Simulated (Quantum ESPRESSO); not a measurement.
# SrLi (Pm-3m): from the cell to the phonon bands, part 2 of 3

How does SrLi (Pm-3m) vibrate, and is this structure a minimum?

Quantum ESPRESSO 7.5; DFT LDA, scalar-relativistic, plane waves, PseudoDojo norm-conserving pseudopotentials.

So far. Step 2 (A probe with smearing): No gap opens on this mesh, so smearing is kept; the start stands at -1.0 GPa. Step 4 (Self-consistent run for the response): The cell stands at -0.043 GPa, close enough for phonons. The relaxed cell has a = 4.106 Å (conventional setting).

The structure was built from a prototype and need not be the compound's stable phase.

## Step 5: Phonons on a q mesh

Linear response treats each wavevector in the unit cell, with no supercell; the 2×2×2 mesh fixes the range of the force constants to be had.

ph.in

```
phonons
 &inputph
    prefix='x',
    outdir='./tmp',
    fildyn='x.dyn',
    tr2_ph=1.0d-18,
    alpha_mix(1)=0.4,
    nmix_ph=8,
    ldisp=.true.,
    nq1=2,
    nq2=2,
    nq3=2,
 /
```

The run is started by

```sh
$ OMP_NUM_THREADS=1 mpirun -n 4 ph.x -nk 4 -in ph.in > ph.out
```

What it wrote:

```text
[banners, grids, parts of the stress and lines that vanish by symmetry left out]
[banner, memory and clock lines left out]
Program PHONON v.7.5

     ./tmp/x.save/

     IMPORTANT: XC functional enforced from input :
     Exchange-correlation= PW
                           (   1   4   0   0   0   0   0)
     Any further DFT definition will be discarded
     Please, verify this is what you really want

     G-vector sticks info

     Reading collected, re-writing distributed wavefunctions in ./tmp/

     Dynamical matrices for ( 2, 2, 2)  uniform grid of q-points
     (   4 q-points):
       N         xq(1)         xq(2)         xq(3)
       1   0.000000000   0.000000000   0.000000000
       2   0.000000000   0.000000000  -0.500000000
       3   0.000000000  -0.500000000  -0.500000000
       4  -0.500000000  -0.500000000  -0.500000000

     Number and degeneracy of irreps per q-point
       N         xq(1)         xq(2)         xq(3)   N irreps
       1   0.000000000   0.000000000   0.000000000       2
        3   3
       2   0.000000000   0.000000000  -0.500000000       4
        1   2   1   2
       3   0.000000000  -0.500000000  -0.500000000       4
        1   1   2   2
       4  -0.500000000  -0.500000000  -0.500000000       2
        3   3

     Calculation of q =    0.0000000   0.0000000   0.0000000

     phonons

     bravais-lattice index     =            1
     lattice parameter (alat)  =       7.7587  a.u.
     unit-cell volume          =     467.0609 (a.u.)^3
     number of atoms/cell      =            2
     number of atomic types    =            2
     kinetic-energy cut-off    =      66.0000  Ry
     charge density cut-off    =     264.0000  Ry
     convergence threshold     =      1.0E-18
     beta                      =       0.4000
     number of iterations used =            8
     Exchange-correlation= PW
                           (   1   4   0   0   0   0   0)

     celldm(1)=    7.75874  celldm(2)=    0.00000  celldm(3)=    0.00000
     celldm(4)=    0.00000  celldm(5)=    0.00000  celldm(6)=    0.00000

     crystal axes: (cart. coord. in units of alat)
               a(1) = (  1.0000  0.0000  0.0000 )
               a(2) = (  0.0000  1.0000  0.0000 )
               a(3) = (  0.0000  0.0000  1.0000 )

     reciprocal axes: (cart. coord. in units 2 pi/alat)
               b(1) = (  1.0000  0.0000  0.0000 )
               b(2) = (  0.0000  1.0000  0.0000 )
               b(3) = (  0.0000  0.0000  1.0000 )

     Atoms inside the unit cell:

     Cartesian axes

     site n.  atom      mass           positions (alat units)
        1  Li      6.9400   tau(    1) = (    0.00000    0.00000    0.00000  )
        2  Sr     87.6200   tau(    2) = (    0.50000    0.50000    0.50000  )

     Computing dynamical matrix for
                    q = (   0.0000000   0.0000000   0.0000000 )

     49 Sym.Ops. (with q -> -q+G )

     G cutoff =  402.5562  (  33833 G-vectors)     FFT grid: ( 45, 45, 45)

     number of k points=    35  Methfessel-Paxton smearing, width (Ry)=  0.0200

     PseudoPot. # 1 for Li read from file:
     ./pseudo/Li.upf
     Pseudo is Norm-conserving, Zval =  3.0
     Using radial grid of 1944 points,  4 beta functions with:
                l(1) =   0
                l(2) =   0
                l(3) =   1
                l(4) =   1

     PseudoPot. # 2 for Sr read from file:
     ./pseudo/Sr.upf
     Pseudo is Norm-conserving + core correction, Zval = 10.0
     Using radial grid of 1812 points,  6 beta functions with:
                l(1) =   0
                l(2) =   0
                l(3) =   1
                l(4) =   1
                l(5) =   2
                l(6) =   2

     Mode symmetry, O_h (m-3m)  point group:

     Atomic displacements:
     There are    2 irreducible representations

     Representation     1      3 modes -  To be done

     Representation     2      3 modes -  To be done

     Alpha used in Ewald sum =   2.7000

     Representation #   1 modes #   1   2   3

     Self-consistent Calculation
      iter #   1   av.it.:   5.4
      thresh= 1.000E-02 alpha_mix =  0.400 |ddv_scf|^2 =  4.246E-07
      iter #   2   av.it.:  10.0
      thresh= 6.516E-05 alpha_mix =  0.400 |ddv_scf|^2 =  1.813E-08
      iter #   3   av.it.:  10.4
      thresh= 1.346E-05 alpha_mix =  0.400 |ddv_scf|^2 =  6.604E-10
      iter #   4   av.it.:  11.4
      thresh= 2.570E-06 alpha_mix =  0.400 |ddv_scf|^2 =  1.207E-12
      iter #   5   av.it.:  11.1
      thresh= 1.099E-07 alpha_mix =  0.400 |ddv_scf|^2 =  2.141E-13
      iter #   6   av.it.:  11.4
      thresh= 4.627E-08 alpha_mix =  0.400 |ddv_scf|^2 =  7.962E-15
      iter #   7   av.it.:  11.6
      thresh= 8.923E-09 alpha_mix =  0.400 |ddv_scf|^2 =  2.448E-17
      iter #   8   av.it.:  11.0
      thresh= 4.948E-10 alpha_mix =  0.400 |ddv_scf|^2 =  4.696E-18
      iter #   9   av.it.:  11.3
      thresh= 2.167E-10 alpha_mix =  0.400 |ddv_scf|^2 =  1.594E-20

     End of self-consistent calculation

     Convergence has been achieved

     Representation #   2 modes #   4   5   6

     Self-consistent Calculation
      iter #   1   av.it.:   3.4
      thresh= 1.000E-02 alpha_mix =  0.400 |ddv_scf|^2 =  5.268E-08
      iter #   2   av.it.:   9.6
      thresh= 2.295E-05 alpha_mix =  0.400 |ddv_scf|^2 =  8.652E-09
      iter #   3   av.it.:  10.1
      thresh= 9.302E-06 alpha_mix =  0.400 |ddv_scf|^2 =  5.044E-10
      iter #   4   av.it.:  10.7
      thresh= 2.246E-06 alpha_mix =  0.400 |ddv_scf|^2 =  1.385E-11
      iter #   5   av.it.:  11.5
      thresh= 3.721E-07 alpha_mix =  0.400 |ddv_scf|^2 =  1.052E-13
[...]
End of self-consistent calculation

     Convergence has been achieved

     Number of q in the star =    1
     List of q in the star:
          1   0.000000000   0.000000000   0.000000000

     Diagonalizing the dynamical matrix

     q = (    0.000000000   0.000000000   0.000000000 )

 **************************************************************************
     freq (    1) =       0.055858 [THz] =       1.863217 [cm-1]
     freq (    2) =       0.055858 [THz] =       1.863217 [cm-1]
     freq (    3) =       0.055858 [THz] =       1.863217 [cm-1]
     freq (    4) =       7.198831 [THz] =     240.127170 [cm-1]
     freq (    5) =       7.198831 [THz] =     240.127170 [cm-1]
     freq (    6) =       7.198831 [THz] =     240.127170 [cm-1]
 **************************************************************************

     Mode symmetry, O_h (m-3m)  point group:

     freq (   1-   3) =          1.9  [cm-1]   --> T_1u G_15  G_4- I
     freq (   4-   6) =        240.1  [cm-1]   --> T_1u G_15  G_4- I

     Calculation of q =    0.0000000   0.0000000  -0.5000000
     [... set-up and bands at k+q left out ...]

     Mode symmetry, D_4h(4/mmm) point group:

     Atomic displacements:
     There are    4 irreducible representations

     Representation     1      1 modes -  To be done

     Representation     2      2 modes -  To be done

     Representation     3      1 modes -  To be done

     Representation     4      2 modes -  To be done

     Message from routine init_vloc:
     Interpolation table for Vloc re-allocated

     Alpha used in Ewald sum =   2.7000

     Representation #   1 mode #   1

     Self-consistent Calculation

[...]
End of self-consistent calculation

     Convergence has been achieved

     Representation #   2 modes #   2   3

     Self-consistent Calculation

[...]
End of self-consistent calculation

     Convergence has been achieved

     Representation #   3 mode #   4

     Self-consistent Calculation

[...]
End of self-consistent calculation

     Convergence has been achieved

     Representation #   4 modes #   5   6

     Self-consistent Calculation

[...]
End of self-consistent calculation

     Convergence has been achieved

     Number of q in the star =    3
     List of q in the star:
          1   0.000000000   0.000000000  -0.500000000
          2   0.000000000  -0.500000000   0.000000000
          3  -0.500000000   0.000000000   0.000000000

     Diagonalizing the dynamical matrix

     q = (    0.000000000   0.000000000  -0.500000000 )

 **************************************************************************
     freq (    1) =       1.745178 [THz] =      58.212877 [cm-1]
     freq (    2) =       1.745178 [THz] =      58.212877 [cm-1]
     freq (    3) =       2.533139 [THz] =      84.496426 [cm-1]
     freq (    4) =       5.562858 [THz] =     185.556985 [cm-1]
     freq (    5) =       6.954394 [THz] =     231.973624 [cm-1]
     freq (    6) =       6.954394 [THz] =     231.973624 [cm-1]
 **************************************************************************

     Mode symmetry, D_4h(4/mmm) point group:

     freq (   1-   2) =         58.2  [cm-1]   --> E_g  X_5  M_5
     freq (   3-   3) =         84.5  [cm-1]   --> A_1g X_1  M_1
     freq (   4-   4) =        185.6  [cm-1]   --> A_2u X_4' M_4'
     freq (   5-   6) =        232.0  [cm-1]   --> E_u  X_5' M_5'

     Calculation of q =    0.0000000  -0.5000000  -0.5000000
     [... set-up and bands at k+q left out ...]

     Mode symmetry, D_4h(4/mmm) point group:

     Atomic displacements:
     There are    4 irreducible representations

     Representation     1      1 modes -  To be done

     Representation     2      1 modes -  To be done

     Representation     3      2 modes -  To be done

     Representation     4      2 modes -  To be done

     Alpha used in Ewald sum =   2.7000

     Representation #   1 mode #   1

     Self-consistent Calculation

[...]
End of self-consistent calculation

     Convergence has been achieved

     Representation #   2 mode #   2

     Self-consistent Calculation

[...]
End of self-consistent calculation

     Convergence has been achieved

     Representation #   3 modes #   3   4

     Self-consistent Calculation

[...]
End of self-consistent calculation

     Convergence has been achieved

     Representation #   4 modes #   5   6

     Self-consistent Calculation

[...]
End of self-consistent calculation

     Convergence has been achieved

     Number of q in the star =    3
     List of q in the star:
          1   0.000000000  -0.500000000  -0.500000000
          2  -0.500000000  -0.500000000   0.000000000
          3  -0.500000000   0.000000000  -0.500000000

     Diagonalizing the dynamical matrix

     q = (    0.000000000  -0.500000000  -0.500000000 )

 **************************************************************************
     freq (    1) =       1.605562 [THz] =      53.555782 [cm-1]
     freq (    2) =       1.887537 [THz] =      62.961457 [cm-1]
     freq (    3) =       1.887537 [THz] =      62.961457 [cm-1]
     freq (    4) =       5.898894 [THz] =     196.765911 [cm-1]
     freq (    5) =       5.898894 [THz] =     196.765911 [cm-1]
     freq (    6) =       7.464105 [THz] =     248.975755 [cm-1]
 **************************************************************************

     Mode symmetry, D_4h(4/mmm) point group:

     freq (   1-   1) =         53.6  [cm-1]   --> B_1u X_2' M_2'
     freq (   2-   3) =         63.0  [cm-1]   --> E_u  X_5' M_5'
     freq (   4-   5) =        196.8  [cm-1]   --> E_u  X_5' M_5'
     freq (   6-   6) =        249.0  [cm-1]   --> A_2u X_4' M_4'

     Calculation of q =   -0.5000000  -0.5000000  -0.5000000
     [... set-up and bands at k+q left out ...]

     Mode symmetry, O_h (m-3m)  point group:

     Atomic displacements:
     There are    2 irreducible representations

     Representation     1      3 modes -  To be done

     Representation     2      3 modes -  To be done

     Alpha used in Ewald sum =   2.7000

     Representation #   1 modes #   1   2   3

     Self-consistent Calculation

[...]
End of self-consistent calculation

     Convergence has been achieved

     Representation #   2 modes #   4   5   6

     Self-consistent Calculation

[...]
iter #   3   av.it.:   9.6
      thresh= 7.384E-06 alpha_mix =  0.400 |ddv_scf|^2 =  1.404E-09

      iter #   4   av.it.:  10.5
      thresh= 3.747E-06 alpha_mix =  0.400 |ddv_scf|^2 =  2.382E-12

      iter #   5   av.it.:  11.2
      thresh= 1.543E-07 alpha_mix =  0.400 |ddv_scf|^2 =  6.900E-14

      iter #   6   av.it.:  10.9
      thresh= 2.627E-08 alpha_mix =  0.400 |ddv_scf|^2 =  9.850E-15

      iter #   7   av.it.:  11.2
      thresh= 9.925E-09 alpha_mix =  0.400 |ddv_scf|^2 =  1.225E-17

      iter #   8   av.it.:  10.6
      thresh= 3.501E-10 alpha_mix =  0.400 |ddv_scf|^2 =  2.149E-18

      iter #   9   av.it.:  10.8
      thresh= 1.466E-10 alpha_mix =  0.400 |ddv_scf|^2 =  3.579E-21

     End of self-consistent calculation

     Convergence has been achieved

     Number of q in the star =    1
     List of q in the star:
          1  -0.500000000  -0.500000000  -0.500000000

     Diagonalizing the dynamical matrix

     q = (   -0.500000000  -0.500000000  -0.500000000 )

 **************************************************************************
     freq (    1) =       3.163323 [THz] =     105.517084 [cm-1]
     freq (    2) =       3.163323 [THz] =     105.517084 [cm-1]
     freq (    3) =       3.163323 [THz] =     105.517084 [cm-1]
     freq (    4) =       5.587768 [THz] =     186.387869 [cm-1]
     freq (    5) =       5.587768 [THz] =     186.387869 [cm-1]
     freq (    6) =       5.587768 [THz] =     186.387869 [cm-1]
 **************************************************************************

     Mode symmetry, O_h (m-3m)  point group:

     freq (   1-   3) =        105.5  [cm-1]   --> T_2g G_25' G_5+
     freq (   4-   6) =        186.4  [cm-1]   --> T_1u G_15  G_4-


[key lines of the parts left out:]
the Fermi energy is     4.2000 ev
```

It took 8.7 min on 4 MPI ranks of Arm Neoverse V2, shared host; 35 min of CPU time.

This step gave:

| Property | Result |
| --- | --- |
| largest acoustic frequency at the zone centre before the sum rule | 1.86 cm⁻¹ |
| highest optical zone-centre mode (no LO-TO term) | 240.1 cm⁻¹ |
| lowest optical zone-centre mode | 240.1 cm⁻¹ |
| lowest mode on the q mesh (acoustic ones at the zone centre apart) | 53.56 cm⁻¹ |

Frequencies (cm⁻¹) at each irreducible wavevector; negative means imaginary. Frequencies by wavevector:

| q (fractions) | star | mode 1 | mode 2 | mode 3 | mode 4 | mode 5 | mode 6 |
| --- | --- | --- | --- | --- | --- | --- | --- |
| 0 0 0 | 1 | 1.86 | 1.86 | 1.86 | 240.1 | 240.1 | 240.1 |
| 0 0 -0.5 | 3 | 58.21 | 58.21 | 84.5 | 185.6 | 232 | 232 |
| 0 -0.5 -0.5 | 3 | 53.56 | 62.96 | 62.96 | 196.8 | 196.8 | 249 |
| -0.5 -0.5 -0.5 | 1 | 105.5 | 105.5 | 105.5 | 186.4 | 186.4 | 186.4 |

The acoustic modes at Γ come out as far as 1.9 cm⁻¹ from zero, where they should vanish, a small numerical error.

## Step 6: Fourier transform to real space

The dynamical matrices of the mesh are Fourier-transformed to force constants in real space.

q2r.in

```
 &input
    fildyn='x.dyn',
    zasr='simple',
    flfrc='x.fc',
 /
```

The run is started by

```sh
$ q2r.x < q2r.in > q2r.out
```

What it wrote:

```text
[banners, grids, parts of the stress and lines that vanish by symmetry left out]
[banner, memory and clock lines left out]
Program Q2R v.7.5

  reading grid info from file x.dyn0

  reading force constants from file x.dyn1
  Dielectric Tensor not found
  nqs=            1
 q=   0.00000000  0.00000000  0.00000000
  reading force constants from file x.dyn2
  nqs=            3
 q=   0.00000000  0.00000000 -0.50000000
[...]
reading force constants from file x.dyn3
  nqs=            3
[...]
q=  -0.50000000  0.00000000 -0.50000000
  reading force constants from file x.dyn4
  nqs=            1
 q=  -0.50000000 -0.50000000 -0.50000000

      q-space grid ok, #points =    8

      fft-check success (sum of imaginary terms < 10^-12)
```

The job ended after 0.45 s (1 thread).

## Step 7: Dispersion

From the force constants any wavevector is cheap; points of the mesh come back as solved, but for the sum rule and, in polar crystals, the LO-TO term at Γ; the rest is interpolation.

matdyn.in

```
 &input
    asr='simple',
    flfrc='x.fc',
    flfrq='x.freq',
    flvec='x.modes',
    q_in_band_form=.true.,
    q_in_cryst_coord=.true.,
 /
8
  0.0000000   0.0000000   0.0000000  12  ! GAMMA
  0.0000000   0.5000000   0.0000000  12  ! X
  0.5000000   0.5000000   0.0000000  12  ! M
  0.0000000   0.0000000   0.0000000  12  ! GAMMA
  0.5000000   0.5000000   0.5000000  12  ! R
  0.0000000   0.5000000   0.0000000   1  ! X
  0.5000000   0.5000000   0.5000000  12  ! R
  0.5000000   0.5000000   0.0000000   1  ! M
```

The run is started by

```sh
$ matdyn.x -in matdyn.in > matdyn.out
```

What it wrote:

```text
[banner, memory and clock lines left out]
Program MATDYN v.7.5

 mass for atomic type   1 not given; uses mass from file x.fc
 mass for atomic type   2 not given; uses mass from file x.fc
     Message from routine matdyn:
     Z* not found in file x.fc, TO-LO splitting at q=0 will be absent!
     Message from routine matdyn:
     Z* not found in file x.fc, TO-LO splitting at q=0 will be absent!

Note: The following floating-point exceptions are signalling: IEEE_UNDERFLOW_FLAG
```

Run time: 0.46 s. Hardware: 1 thread.

This step gave:

| Quantity | Value |
| --- | --- |
| lowest frequency on the path | 0 cm⁻¹ |
| mean frequency | 140.3 cm⁻¹ |
| Debye temperature (second moment) | 297 K |
| logarithmic mean frequency | 116 cm⁻¹ |

Matdyn.x, sum rule simple. The phonon branches at the labelled points (cm⁻¹):

| point | branch 1 | branch 2 | branch 3 | branch 4 | branch 5 | branch 6 |
| --- | --- | --- | --- | --- | --- | --- |
| Γ | 0 | 0 | 0 | 240 | 240 | 240 |
| halfway | 40 | 40 | 54 | 216 | 236 | 236 |
| X | 58 | 58 | 84 | 186 | 232 | 232 |
| halfway | 56 | 61 | 78 | 191 | 214 | 241 |
| M | 54 | 63 | 63 | 197 | 197 | 249 |
| halfway | 40 | 49 | 76 | 210 | 220 | 238 |
| Γ | 0 | 0 | 0 | 240 | 240 | 240 |
| halfway | 63 | 63 | 77 | 213 | 217 | 217 |
| R | 106 | 106 | 106 | 186 | 186 | 186 |
| halfway | 64 | 81 | 84 | 191 | 215 | 219 |
| X | 58 | 58 | 84 | 186 | 232 | 232 |
| jump to R | 106 | 106 | 106 | 186 | 186 | 186 |
| halfway | 84 | 85 | 85 | 192 | 192 | 220 |
| M | 54 | 63 | 63 | 197 | 197 | 249 |

The phonon branches as a text plot (rows in cm⁻¹):

```
    244 |**         *********   ****                           **
    233 | **********         ****   ***                ***    *
    223 |         **         **       **            ***      *
    213 |   **      *      ***         ***         **       *
    202 |            ********             **     **
    192 |     **  ********                  *** ********  *******
    181 |       **                             *        ***
    171 |
    161 |
    150 |
    140 |
    130 |
    119 |
    109 |                                     **          *
     99 |                                   *** **         *
     88 |      ****                       **     ****  ***  **
     78 |     *    **     ***          ****       *****       *
     67 |            *****   *        * *           * *       ***
     57 |   ***************** *      * *             *****     **
     47 |    *             *** *
     36 |  **                **     * *
     26 |  *                  ***    *
     16 | *                    *** **
      5 |*                       ***
         Γ      X      M          Γ            R        X|R     M
```

Lowest modes at the softest wavevector of the mesh; phase exp(i q.(R + tau)). Modes at q = (0.500, 0.000, 0.500), with each element's share of the kinetic energy:

| mode | frequency (cm⁻¹) | Li % | Sr % |
| --- | --- | --- | --- |
| 1 | 53.6 | 0 | 100 |
| 2 | 63.0 | 14 | 86 |
| 3 | 63.0 | 14 | 86 |
| 4 | 196.8 | 86 | 14 |
| 5 | 196.8 | 86 | 14 |
| 6 | 249.0 | 100 | 0 |

Displacements in mode 1 (53.6 cm⁻¹), the largest set to 1, in the home cell:
```
Li1  0.00  0.00  0.00
Sr2  0.00 -1.00  0.00
```

Displacements in mode 6 (249.0 cm⁻¹), the largest set to 1, in the home cell:
```
Li1 0.00 1.00 0.00
Sr2 0.00 0.00 0.00
```

Force constants by pair (phonopy on the run's constants); pairs near half the supercell's span include their periodic images. Pair force constants, by row:

| atom | neighbour | distance (Å) | third of the trace (eV/Å²) | along the pair's line (eV/Å²) |
| --- | --- | --- | --- | --- |
| Li1 | itself | 0 | 1.149 | – |
| Li1 | Sr | 3.556 | -0.1704 | -0.4415 |
| Li1 | Li | 4.106 | 0.0725 | 0.2742 |
| Li1 | Li | 5.806 | -0.008 | -0.0264 |
| Li1 | Li | 7.111 | 0.0207 | 0.0207 |
| Sr2 | itself | 0 | 1.998 | – |
| Sr2 | Li | 3.556 | -0.1704 | -0.4415 |
| Sr2 | Sr | 4.106 | -0.3642 | -0.8806 |
| Sr2 | Sr | 5.806 | 0.159 | 0.2157 |
| Sr2 | Sr | 7.111 | -0.0195 | -0.0195 |

Harmonic mean-square displacement, third of the trace. Mean-square displacements:

| T (K) | Li1 U_eq (Å²) | Sr2 U_eq (Å²) |
| --- | --- | --- |
| 0 | 0.01271 | 0.00313 |
| 100 | 0.01791 | 0.00898 |
| 300 | 0.04037 | 0.02575 |
| 600 | 0.07788 | 0.05127 |

Mode patterns, pair constants, displacements and means over the zone were worked out by phonopy from the force constants of q2r.x.

All branches are real along the path.

[end of part 2 of 3]

[Host names and launcher messages were left out of these logs when they were recorded.]

[Logs are printed without paths, hosts, clocks, repeated set-up lines and the standing remarks that a program may print on its own settings, such as how far it seeks lower states.]

[Hosts, paths, dates, database ids (printed as entryN), source tags and the programs' standing remarks are cut or masked in the printed files.]
